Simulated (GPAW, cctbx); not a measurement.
# MgPdPb: what bonding does to one electron reflection, worked out

MgPdPb, P4/nmm (no. 129, origin choice 1), a = 4.4492 Å, b = 4.4492 Å, c = 6.5930 Å, α = 90.00°, β = 90.00°, γ = 90.00°.

```
atom  mult.    x    y       z
 Pb1      2  1/2    0  0.2989
 Pd1      2  1/2  1/2       0
 Mg1      2  1/2    0  0.7590
```

The cell comes from substitution in a known structure type and wasn't matched to any measured phase.

A DFT run (GPAW, PBE, 450 eV, 5×5×4 k-points (along the axes of the calculation cell), Fermi–Dirac width 0.1 eV) gives the static X-ray structure factor of 002 as 58.774 e for the conventional cell; superposed free atoms give 58.569 e. **Problem.** Find the Fourier component V of the crystal potential and the two-beam extinction distance at 300 kV in both cases, then the holographic phase shift per nanometre.

**1. Geometry**

The cell volume is Ω = 130.51 Å³ and d(002) = 3.2965 Å, so g = 1/d = 0.3034 Å⁻¹.

**2. The nuclei**

Electrons feel nuclei as well as electrons, so the nuclear charges are summed with the same phases.

Phase sums Σ exp(2πi h·x), turned so that the total is real and positive: Pb +1.634, Pd -2.000, Mg +1.987. Then F_Z = 82 × (+1.634) + 46 × (-2.000) + 12 × (+1.987) = 65.83 e. The electron term has the same sign for this reflection.

**3. Mott–Bethe**

Poisson's equation, term by term, gives V = (e/4πε₀)(F_Z − F)/(πΩg²), with e/4πε₀ = 14.3996 V Å.

The prefactor is 14.3996 × 3.2965²/(π × 130.51) = 0.38165 V per electron. Free atoms: (65.83 − 58.569) × 0.38165 = 2.773 V. Crystal: (65.83 − 58.774) × 0.38165 = 2.694 V. F changes by +0.35 % and V by -2.8 %: the same 0.20 e is measured against F_Z − F = 7.3 e in place of F = 58.6 e.

**4. Extinction distance**

In the two-beam case ξ = 1/(λU) with U = 2γm₀eV/h², that is ξ = 150.41 V Å²/(γλV).

At 300 kV, λ = 0.01969 Å and γ = 1.5871. Free atoms: ξ = 1736 Å. Crystal: ξ = 1787 Å. The thickness fringes go as sin²(πt/ξ), so the two patterns slip by a quarter of a period when t|1/ξ₁ − 1/ξ₀| = 1/4, at t ≈ 1538 nm, thicker than usual samples. Thermal motion, absorption and many-beam coupling, left out here, change a real pattern.

**5. Phase shift**

A slab run (normal [001], unrelaxed) gives a mean inner potential of 17.79 V; free atoms give 19.13 V. The phase shift is φ = C_E V₀ t, with C_E = (2π/λE)(E + m₀c²)/(E + 2m₀c²).

C_E = 6.526 × 10⁻³ rad/(V nm). The shift is 0.1161 rad/nm in the crystal and 0.1249 rad/nm for free atoms. A sample 50 nm thick gives φ = 5.81 rad; read with the free-atom value it would seem 46.5 nm thick.

**6. Answer**

V(002) is 2.69 V against 2.77 V, and ξ is 1787 against 1736 Å. The phase shift is 0.116 rad/nm, and free atoms would misjudge a thickness by -7 %. Limits: static atoms, two beams.

[Outputs are excerpts: Python notices, other lines and further rows are left out; steps that failed or that the build refused (PBEsol, TPSS) are not shown.]

[Logs are printed without paths, hosts, clocks, repeated set-up lines and the standing remarks that a program may print on its own settings, such as how far it seeks lower states.]
